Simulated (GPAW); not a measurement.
# H2 in line between two Al chains: converging a transmission, part 7 of 7

Aim: the cheapest settings that leave the conductance of H2 in line between two Al chains unchanged.

GPAW 26.7.0; GPAW LCAO, PAW setups; Landauer transmission from Green's functions with principal layers (ASE), zero bias.

So far, conductance (G₀): 1.42 in steps 2, 15, 16, 20 and 21. Also open channels of the lead at the Fermi level (one spin): 2 in steps 2, 16, 17, 20 and 21.

## (22) Periods in a principal layer

run.py

```python
import json
import numpy as np
from ase import Atoms
from ase.transport.calculators import TransportCalculator
from gpaw import GPAW, FermiDirac
from gpaw.lcao.tools import get_lcao_hamiltonian
from scipy.linalg import eigh

# The junction with lead layers at both ends, along the third cell vector
device = Atoms(
    ['Al', 'Al', 'Al', 'Al', 'Al', 'Al', 'H', 'H', 'Al', 'Al', 'Al', 'Al', 'Al', 'Al'],
    positions=[
        [4.50000, 4.50000, 1.20000],
        [4.50000, 4.50000, 3.60000],
        [4.50000, 4.50000, 6.00000],
        [4.50000, 4.50000, 8.40000],
        [4.50000, 4.50000, 10.80000],
        [4.50000, 4.50000, 13.20000],
        [4.50000, 4.50000, 14.60690],
        [4.50000, 4.50000, 15.45690],
        [4.50000, 4.50000, 16.86380],
        [4.50000, 4.50000, 19.26380],
        [4.50000, 4.50000, 21.66380],
        [4.50000, 4.50000, 24.06380],
        [4.50000, 4.50000, 26.46380],
        [4.50000, 4.50000, 28.86380]],
    cell=[[9.0, 0.0, 0.0], [0.0, 9.0, 0.0], [0.0, 0.0, 30.0638]],
    pbc=True)

# One principal layer of the lead: the first 5 atoms of the device
lead = Atoms(
    ['Al', 'Al', 'Al', 'Al', 'Al'],
    positions=[
        [4.50000, 4.50000, 1.20000],
        [4.50000, 4.50000, 3.60000],
        [4.50000, 4.50000, 6.00000],
        [4.50000, 4.50000, 8.40000],
        [4.50000, 4.50000, 10.80000]],
    cell=[[9.0, 0.0, 0.0], [0.0, 9.0, 0.0], [0.0, 0.0, 12.0]],
    pbc=True)

settings = dict(mode='lcao', basis='dzp', xc='LDA', h=0.2,
                occupations=FermiDirac(0.1), maxiter=250,
                mixer=dict(beta=0.1, nmaxold=8, weight=100.0),
                convergence=dict(density=0.0001))
energies = np.arange(-3, 3 + 1e-9, 0.075)
eta = 0.0001
n1, n2 = 1, 1
# k and -k transmit alike, so half of the mesh across the current serves
mesh = [(i, j) for i in range(n1) for j in range(n2) if (i, j) <= (-i % n1, -j % n2)]
weights = np.array([1 if (i, j) == (-i % n1, -j % n2) else 2 for i, j in mesh]) / (n1 * n2)


def ground_state(atoms, size, txt):
    atoms.calc = GPAW(kpts={'size': size, 'gamma': True}, symmetry={'tolerance': 1e-3}, txt=txt, **settings)
    atoms.get_potential_energy()
    return atoms.calc.get_fermi_level()


def blocks(atoms, fermi, points, nz, cells):
    """H - E_F S and S between cell 0 and the cells above it, at each point across the current."""
    kz = np.arange(nz) / nz
    calc = atoms.calc.fixed_density(kpts=[(*k, z) for k in points for z in kz], symmetry='off', txt=None)
    H, S = get_lcao_hamiltonian(calc)
    H = (H - fermi * S).reshape(len(H), len(points), nz, *S.shape[1:])
    S = S.reshape(H.shape[1:])
    phases = [np.exp(-2j * np.pi * kz * R) / nz for R in cells]
    return [(np.einsum('skzij,z->ksij', H, p), np.einsum('kzij,z->kij', S, p)) for p in phases]


def pair(a, b):
    return np.block([[a, b], [b.T.conj(), a]])


def count_channels(h, s, cells, nk=240):
    """Half the number of times that the lead's bands cross each energy, unfolded to its shortest repeat."""
    b = len(h) // cells
    bands = []
    for k in (np.arange(nk + 1) + 0.5) / nk:
        hk, sk = h[:b, :b].copy(), s[:b, :b].copy()
        for R in range(1, cells):
            phase, block = np.exp(2j * np.pi * k * R), slice(R * b, (R + 1) * b)
            hk += h[:b, block] * phase + (h[:b, block] * phase).T.conj()
            sk += s[:b, block] * phase + (s[:b, block] * phase).T.conj()
        bands.append(eigh(hk, sk, eigvals_only=True))
    below = np.array(bands)[:, :, None] < energies
    return (below[1:] != below[:-1]).sum((0, 1)) / 2


fermi_lead = ground_state(lead, (1, 1, 10), 'lead.txt')
fermi_device = ground_state(device, (1, 1, 3), 'device.txt')
T, channels, eigen, tail, misfit, shifts = [], [], [], 0.0, 0.0, []
for first in range(0, len(mesh), 566):
    points = [(i / n1, j / n2) for i, j in mesh[first:first + 566]]
    (H0k, S0k), (H1k, S1k), (H2k, _) = blocks(lead, fermi_lead, points, 5, range(3))
    [(Hk, Sk)] = blocks(device, fermi_device, points, 2, [0])
    tail = max(tail, abs(H2k).max())
    for H0, S0, H1, S1, H, S in zip(H0k, S0k, H1k, S1k, Hk, Sk):
        n = len(S0)
        # Shift the lead onto the potential of the device's first layer
        shift = ((H[:, 0, 0] - H0[:, 0, 0]) / S0[0, 0]).real.mean()
        shifts.append(shift)
        misfit = max(misfit, abs(H[:, :n, :n] - H0 - shift * S0).max())
        Tk, Ck, Ek = [], [], []
        for s in range(len(H)):
            t = s % len(H0)  # a lead without moments serves both spins
            h1, s1 = pair(H0[t] + shift * S0, H1[t] + shift * S1), pair(S0, S1)
            leads = dict(h1=h1, s1=s1, energies=energies, eta=eta, eta1=eta, eta2=eta)
            calc = TransportCalculator(h=H[s], s=S, eigenchannels=0, **leads)
            Tk.append(calc.get_transmission())
            Ck.append(count_channels(h1, s1, 10))
        T.append(Tk)
        channels.append(Ck)
        eigen.append(Ek)
T, channels = np.array(T), np.array(channels)
mean, open_channels = np.einsum('kse,k->se', T, weights), np.einsum('kse,k->se', channels, weights)

print(f'basis functions: device {len(S)}, principal layer {n}')
print(f'Fermi level: lead {fermi_lead:.4f} eV, device {fermi_device:.4f} eV; lead shifted by {np.mean(shifts):.4f} eV')
print(f'largest coupling past the next layer {tail:.2e} eV, largest misfit of the first layer {misfit:.3f} eV')
print('  E-E_F (eV)   ' + 'T (one spin)  channels')
for e, t, c in zip(energies, mean.T, open_channels.T):
    print(f'{e:10.3f}  ', *[f'{x:11.4e}' for x in t], *[f'{x:9.4f}' for x in c])

kT = 8.617333e-5 * 500
fine = np.linspace(energies[0], energies[-1], 4001)
both = np.exp(np.interp(fine, energies, np.log(np.maximum(mean.sum(0) * 2 / len(mean), 1e-30))))
fermi = lambda mu: 1 / (1 + np.exp(np.clip((fine - mu) / kT, -200, 200)))
slope = fermi(0) * (1 - fermi(0)) / kT
G = np.trapezoid(both * slope, fine) / 2
seebeck = -np.trapezoid(both * slope * fine, fine) / (2 * G * 500) * 1e6
print(f'conductance at 500 K: {G:.5g} G0 a cell; thermopower {seebeck:.4g} uV/K')
bias = [0.1, 0.2, 0.5, 1.0, 1.5, 2.0]
current = [38.74 * np.trapezoid(both * (fermi(V / 2) - fermi(-V / 2)), fine) for V in bias]
for V, I in zip(bias, current):
    print(f'current from the zero-bias T(E) at {V} V: {I:.5g} uA')
zero = abs(energies).argmin()
json.dump(dict(energies=energies.tolist(), T=mean.tolist(), channels=open_channels.tolist(), G=G, seebeck=seebeck,
               bias=bias, current=current, tail=tail, misfit=misfit, shift=np.mean(shifts), n_device=len(S), n_lead=n,
               fermi=[fermi_lead, fermi_device], energy=device.get_potential_energy(),
               moments=device.get_magnetic_moments().tolist(), mesh=mesh, weights=weights.tolist(),
               T_k=T[:, :, zero].tolist(), eigen=np.array(eigen[0]).tolist()), open('result.json', 'w'))
```

The run is started by

```bash
OMP_NUM_THREADS=1 OPENBLAS_NUM_THREADS=2 python run.py
```

The log of the run:

```text
basis functions: device 166, principal layer 65
Fermi level: lead -3.2559 eV, device -3.1828 eV; lead shifted by 0.0042 eV
largest coupling past the next layer 9.16e-16 eV, largest misfit of the first layer 0.082 eV
  E-E_F (eV)   T (one spin)  channels
    -3.000    8.2354e-01    1.0000
    -2.925    8.2649e-01    1.0000
    -2.850    8.2887e-01    1.0000
[...]
2.925    2.0008e+00    3.0000
     3.000    1.9913e+00    3.0000
conductance at 500 K: 1.4183 G0 a cell; thermopower -0.6239 uV/K
current from the zero-bias T(E) at 0.1 V: 10.961 uA
current from the zero-bias T(E) at 0.2 V: 21.75 uA
current from the zero-bias T(E) at 0.5 V: 51.261 uA
current from the zero-bias T(E) at 1.0 V: 82.226 uA
current from the zero-bias T(E) at 1.5 V: 103.37 uA
current from the zero-bias T(E) at 2.0 V: 132.51 uA
```

Elapsed: 48 s, on 2 threads of Intel Xeon 6975P-C (Granite Rapids), shared host; peak memory 1 GiB.

The conductance equals that of the base run to 0.2 %. Couplings past the next layer reach 9.2e-16 eV, small enough to drop; the matrix elements of the cell's first layer differ from the bulk lead's by up to 0.082 eV. That layer keeps its own values in the calculation, and only beyond it is the lead taken as perfect.

## (23) Convergence in the periods in a principal layer

The runs and the base run on one axis.

This step: convergence of the conductance (GPAW 26.7.0).

The conductance stays at 1.42 G₀ for periods in a principal layer from 2 to 5.

## (24) Summary of results

```json
{
  "conductance at the base settings": "1.42 G₀",
  "range over the grid spacing (0.14 to 0.3 Å)": "1.42 to 1.42 G₀",
  "range over the width of the vacuum box (5 to 13 Å)": "1.40 to 1.58 G₀",
  "range over the k-points along the lead (2 to 30)": "1.42 to 1.42 G₀",
  "range over the periods in a principal layer (2 to 5)": "1.42 to 1.42 G₀"
}
```

**Reading.** At the base settings the conductance, averaged at 500 K, is 1.42 G₀. In the grid spacing, no value tried moves the conductance by 3 %. In the width of the vacuum box, 7.5 Å already gives the conductance within 3 % of the finest value tried; currents at finite bias may need more. In the k-points along the lead, no value tried moves the conductance by 3 %. In the periods in a principal layer, no value tried moves the conductance by 3 %. T is read at the junction's Fermi level after the lead is aligned to it, so the test of the lead's mesh is blind to a shift of the lead's own level, and the junction's own mesh wasn't varied. Over the ranges tried, the width of the vacuum box moves it most, counted as a ratio. The geometry was built from estimated bond lengths and not relaxed, so the numbers describe this model structure. An evenly spaced straight chain is an idealisation: free chains tend to dimerise, zigzag or, where a band edge lies near the Fermi level, turn magnetic. The currents use the zero-bias T(E) throughout, which holds only while the bias is small against the distance to the nearest feature.

[Logs are printed without paths, hosts, clocks, repeated set-up lines and the standing remarks that a program may print on its own settings, such as how far it seeks lower states.]

[Hosts, paths, dates, database ids (printed as entryN), source tags and the programs' standing remarks are cut or masked in the printed files.]
